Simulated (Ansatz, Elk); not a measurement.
# YFeCuSi2: X-ray structure factors from the self-consistent density

The structure of YFeCuSi2 used here is made up (a known structure type with other elements) and was relaxed beforehand with PBEsol. The aim is the Fourier transform of its all-electron density, F(hkl), set beside the sum over free spherical atoms that refinements use.

Calculated with Elk 11.2.3 (patched build); DFT, PBE, all-electron APW+lo, Dirac cores, scalar-relativistic bands, static density, ferromagnetic start.

This account leaves out most program logs.

The structure was built from a prototype and need not be the compound's stable phase.

## Step 1: Starting point

Symmetry: I-4m2, No. 119, tetragonal system. Conventional cell: a = 3.916 Å, b = 3.916 Å, c = 9.774 Å, α = 90.00°, β = 90.00°, γ = 90.00°. Nearest to Y lie 10 Si at 3.02 to 3.68 Å and 4 Cu at 3.13 Å and 4 Fe at 3.13 Å. Nearest to Cu lie 4 Si at 2.32 Å and 4 Fe at 2.77 Å and 4 Y at 3.13 Å. Fe has 4 Si at 2.32 Å and 4 Cu at 2.77 Å and 4 Y at 3.13 Å nearest. Nearest to Si lie 2 Cu at 2.32 Å and 2 Fe at 2.32 Å and 5 Si at 2.41 to 3.71 Å and 5 Y at 3.02 to 3.68 Å. Farther neighbours are not listed.

## Step 2: Ground state and structure factors

An all-electron density is needed, since X-rays see the cores too. Task 0 finds the density and task 195 Fourier-transforms it; tshift is off so that phases refer to the origin typed.

Contents of elk.in:

```
tasks
  0
  195
  196

xctype
  20

spinpol
  .true.

rgkmax
  7.0

gmaxvr
  14.0

lmaxo
  7

lmaxapw
  8

swidth
  0.002

tshift
  .false.

ramdisk
  .false.

hmaxvr
  5.5

maxscl
  120

epspot
  1e-06

reducebf
  0.8

sppath
  './'

avec
  -3.69971703411 3.69971703411 9.23487865643
  3.69971703411 -3.69971703411 9.23487865643
  3.69971703411 3.69971703411 -9.23487865643

atoms
  4
  'Y.in'
  1
  -0.0000000000 -0.0000000000 0.0000000000   0.000000 0.000000 0.000000
  'Cu.in'
  1
  0.2500000000 0.7500000000 0.5000000000   0.000000 0.000000 0.000000
  'Fe.in'
  1
  0.7500000000 0.2500000000 0.5000000000   0.000000 0.000000 -0.065000
  'Si.in'
  2
  0.3766845838 0.3766845838 0.0000000000   0.000000 0.000000 0.000000
  0.6233154162 0.6233154162 -0.0000000000   0.000000 0.000000 0.000000

ngridk
  7 7 7
```

On the command line:

```sh
> OMP_NUM_THREADS=4 elk
```

Wall time 7.9 min (4 threads of Arm Neoverse V2, shared host); peak memory 0.45 GiB.

SFACRHO.OUT:

```text

h k l indices transformed by vhmat matrix:
   1.000000000       0.000000000       0.000000000    
   0.000000000       1.000000000       0.000000000    
   0.000000000       0.000000000       1.000000000    

      h      k      l  multipl.   |H|            Re(F)            Im(F)           |F|

      0      0      0      1   0.0000000       122.00000      0.85137741E-16   122.00000    
     -1     -1      1      2  0.68037551      -14.903477     -0.52627133E-14   14.903477    
      1      0     -1      4  0.91475314       17.480136      -3.0853298       17.750336    
      0      1     -1      4  0.91475314       17.480136       3.0853298       17.750336    
     -1      1      0      4   1.2008710       6.8897918     -0.46768159E-14   6.8897918    
      1      2     -1      4   1.3276276       43.919151       3.1986520       44.035477    
     -1     -2      1      4   1.3276276       43.919151      -3.1986520       44.035477    
      2      2     -2      2   1.3607510       53.923976     -0.10963986E-14   53.923976    
     -1     -1      0      8   1.3802181       73.315730      0.10525427E-13   73.315730    
     -1      1      1      4   1.6982881       84.818085      0.11933035E-13   84.818085    
     -2     -2      3      8   1.8148649      -27.293495     -0.47090320E-13   27.293495    
      0      2     -2      4   1.8295063      -9.9350854      0.65231227E-01   9.9352995    
     -2      0      0      4   1.8295063      -9.9350854     -0.65231227E-01   9.9352995    
      3      2     -2      4   1.9011150       39.353227       2.9878890       39.466492    
     -2     -3      3      4   1.9011150       39.353227      -2.9878890       39.466492    
      1      0      1      8   1.9289779       15.077003      -2.9963683       15.371865    
      0      1      1      8   1.9289779       15.077003       2.9963683       15.371865    
     -3     -3      3      2   2.0411265      -10.329017     -0.10525427E-13   10.329017
```

Elk indexes on the primitive cell of elk.in and gives |H| = 4π sin θ/λ in inverse bohr. Below, one row stands for each form hkl of the conventional cell (m members, Friedel mates merged), F is for one primitive cell and the density is static (no thermal factor). Free-atom factors are Waasmaier and Kirfel's, and R is Σm||F|−|F'||/Σm|F|.

| hkl | m | sin θ/λ (Å⁻¹) | abs F, DFT | neutral atoms | diff. | abs of complex diff. |
| --- | --- | --- | --- | --- | --- | --- |
| 002 | 2 | 0.102 | 14.903 | 14.854 | +0.049 | 0.049 |
| 101 | 8 | 0.138 | 17.750 | 17.978 | -0.227 | 0.464 |
| 110 | 4 | 0.181 | 6.890 | 6.644 | +0.246 | 0.246 |
| 103 | 8 | 0.200 | 44.036 | 44.048 | -0.012 | 0.292 |
| 004 | 2 | 0.205 | 53.924 | 54.541 | -0.617 | 0.617 |
| 112 | 8 | 0.208 | 73.316 | 73.770 | -0.454 | 0.454 |
| 200 | 4 | 0.255 | 84.818 | 85.530 | -0.712 | 0.712 |
| 114 | 8 | 0.273 | 27.294 | 27.995 | -0.701 | 0.701 |
| 202 | 8 | 0.275 | 9.935 | 10.479 | -0.544 | 0.548 |
| 105 | 8 | 0.286 | 39.466 | 39.651 | -0.185 | 0.267 |
| 211 | 16 | 0.290 | 15.372 | 15.283 | +0.089 | 0.220 |
| 006 | 2 | 0.307 | 10.329 | 10.966 | -0.637 | 0.637 |
| 213 | 16 | 0.324 | 36.482 | 36.602 | -0.121 | 0.199 |
| 204 | 8 | 0.327 | 44.299 | 44.426 | -0.127 | 0.130 |

## Step 3: The magnetisation density

The same run holds the spin density, and task 196 transforms it. The order is that of the start, and no other was tried.

SFACMAG_1.OUT:

```text

h k l indices transformed by vhmat matrix:
   1.000000000       0.000000000       0.000000000    
   0.000000000       1.000000000       0.000000000    
   0.000000000       0.000000000       1.000000000    

      h      k      l  multipl.   |H|            Re(F)            Im(F)           |F|

      0      0      0      1   0.0000000       1.5195501      0.12199491E-17   1.5195501    
     -1     -1      1      2  0.68037551      -1.2644643     -0.14176091E-15   1.2644643    
      1      0     -1      4  0.91475314      0.11848012E-02   1.1488685       1.1488691    
      0      1     -1      4  0.91475314      0.11848012E-02  -1.1488685       1.1488691    
     -1      1      0      4   1.2008710      -1.1547408      0.30450357E-15   1.1547408    
      1      2     -1      4   1.3276276     -0.31810529E-01  -1.0038191       1.0043230    
     -1     -2      1      4   1.3276276     -0.31810529E-01   1.0038191       1.0043230    
      2      2     -2      2   1.3607510       1.1179407     -0.26724716E-15   1.1179407    
     -1     -1      0      8   1.3802181       1.0561145      0.25654014E-15   1.0561145    
     -1      1      1      4   1.6982881      0.80967337      0.62453195E-16  0.80967337    
     -2     -2      3      8   1.8148649     -0.78923092     -0.80452530E-15  0.78923092    
      0      2     -2      4   1.8295063     -0.76282866     -0.42558148E-01  0.76401490    
     -2      0      0      4   1.8295063     -0.76282866      0.42558148E-01  0.76401490    
      3      2     -2      4   1.9011150      0.13860453E-01 -0.65703148      0.65717766    
     -2     -3      3      4   1.9011150      0.13860453E-01  0.65703148      0.65717766    
      1      0      1      8   1.9289779     -0.67669819E-03  0.63960549      0.63960585
```

The total moment is 1.52 μB a cell; sphere moments: Y1 +0.02, Cu2 +0.04, Fe3 +1.43, Si4 -0.01, Si5 -0.01 μB. Polarised neutrons measure spin and orbital magnetisation together; without spin-orbit coupling the run gives the spin part:

| hkl | sin θ/λ (Å⁻¹) | abs F_M (μB) |
| --- | --- | --- |
| 002 | 0.102 | 1.264 |
| 101 | 0.138 | 1.149 |
| 110 | 0.181 | 1.155 |
| 103 | 0.200 | 1.004 |
| 004 | 0.205 | 1.118 |
| 112 | 0.208 | 1.056 |
| 200 | 0.255 | 0.810 |
| 114 | 0.273 | 0.789 |
| 202 | 0.275 | 0.764 |
| 105 | 0.286 | 0.657 |
| 211 | 0.290 | 0.640 |
| 006 | 0.307 | 0.747 |
| 213 | 0.324 | 0.519 |
| 204 | 0.327 | 0.574 |

## Step 4: The highest occupied states alone

An energy window below the Fermi level keeps the highest occupied states, to see at which angles they scatter; shallow core shells can lie inside it and anion s states outside. No new self-consistency is needed.

Changes to elk.in since step 2:

```diff
@@ -1,5 +1,3 @@
 tasks
-  0
   195
-  196
 
@@ -44,2 +42,5 @@
 
+wsfac
+  -0.034280 0.633210
+
 sppath
```

On the command line:

```sh
> OMP_NUM_THREADS=4 elk
```

It took 12 s on 4 threads; peak memory 0.25 GiB.

States within 10 eV below the Fermi level hold 29.49 electrons; any levels below the window count with the cores, and a count that is not whole means the window cuts a band. Their amplitudes can exceed the total, where window and core parts have opposite phase:

| hkl | sin θ/λ (Å⁻¹) | abs F, window | abs F, all |
| --- | --- | --- | --- |
| 002 | 0.102 | 14.532 | 14.903 |
| 101 | 0.138 | 3.325 | 17.750 |
| 110 | 0.181 | 10.005 | 6.890 |
| 103 | 0.200 | 2.881 | 44.036 |
| 004 | 0.205 | 9.466 | 53.924 |
| 112 | 0.208 | 10.402 | 73.316 |
| 200 | 0.255 | 8.479 | 84.818 |
| 114 | 0.273 | 7.602 | 27.294 |
| 202 | 0.275 | 7.661 | 9.935 |
| 105 | 0.286 | 2.273 | 39.466 |

## Step 5: Another functional

The difference from free atoms is small, so it is set against the change that LDA (Perdew-Wang) makes.

Changes to elk.in since step 4:

```diff
@@ -1,6 +1,8 @@
 tasks
+  0
   195
+  196
 
 xctype
-  20
+  3
 
@@ -42,5 +44,2 @@
 
-wsfac
-  -0.034280 0.633210
-
 sppath
```

On the command line:

```sh
> OMP_NUM_THREADS=4 elk
```

Elapsed: 4.1 min, on 4 threads; peak memory 0.26 GiB.

Against the first run R = 0.08 %; the largest change is -0.052 at 314. The moment goes from 1.52 to 1.36 μB.

## Step 6: A coarser k-mesh

About half the k-points along each axis test the sampling.

Changes to elk.in since step 5:

```diff
@@ -6,3 +6,3 @@
 xctype
-  3
+  20
 
@@ -69,2 +69,2 @@
 ngridk
-  7 7 7
+  4 4 4
```

On the command line:

```sh
> OMP_NUM_THREADS=4 elk
```

Run time: 2.5 min. Hardware: 4 threads; peak memory 0.44 GiB; 8.6 min of CPU time.

Against the first run R = 0.01 %; the largest change is +0.014 at 110. The moment goes from 1.52 to 1.84 μB.

## Step 7: Settings against the effect

| run | R against the first run (%) | R against neutral atoms, low angle (%) | wall time |
| --- | --- | --- | --- |
| PBE, rgkmax 7 | 0.00 | 0.96 | 7.9 min |
| LDA (Perdew-Wang) | 0.08 | 0.95 | 4.1 min |
| k-mesh 4×4×4 | 0.01 | 0.97 | 2.5 min |

## Step 8: Results

```yaml
r_against_neutral_atoms_sin_theta_lambda_0p3_a_minus1: 0.96 %
r_against_neutral_atoms_0p3_to_0p83_a_minus1: 0.27 %
```

What this shows: Independent neutral atoms miss the calculated amplitudes by R = 0.96 % below 0.3 Å⁻¹ and 0.27 % from there to 0.83 Å⁻¹; by shells, 1.12 % below 0.15 Å⁻¹ (2 forms), 0.95 % 0.15 to 0.3 (9 forms), 0.30 % 0.3 to 0.45 (16 forms), 0.26 % above 0.45 (106 forms). Bonding, aspherical density and the tables' own atoms all enter these figures, and the runs don't part them. The largest change of an amplitude is -0.71 electrons, at 200. R counts amplitudes alone; phases shift too. The magnetic order is that of the start. No other order was tried here, and an antiferromagnetic one would change or move the magnetic intensity. The window's part falls from 29.5 electrons at the origin to at most 3.71 between 0.45 and 0.83 Å⁻¹, where compact states inside the window still scatter. Below 0.3 Å⁻¹ the changes that finished (LDA (Perdew-Wang) and k-mesh 4×4×4) move F by R = 0.03 % at most, against the 0.96 % that separates it from free atoms. The magnetic factors move by R = 13.8 % (LDA (Perdew-Wang)) and 13.1 % (k-mesh 4×4×4), so they aren't settled to better than that. The basis has no finished test. Part of the difference isn't bonding: the tables are fits to free atoms and ions calculated by other methods than this functional. Thermal motion, anomalous dispersion and extinction are left out.

[Logs are printed without paths, hosts, clocks, repeated set-up lines and the standing remarks that a program may print on its own settings, such as how far it seeks lower states.]

[Hosts, paths, dates, database ids (printed as entryN), source tags and the programs' standing remarks are cut or masked in the printed files.]
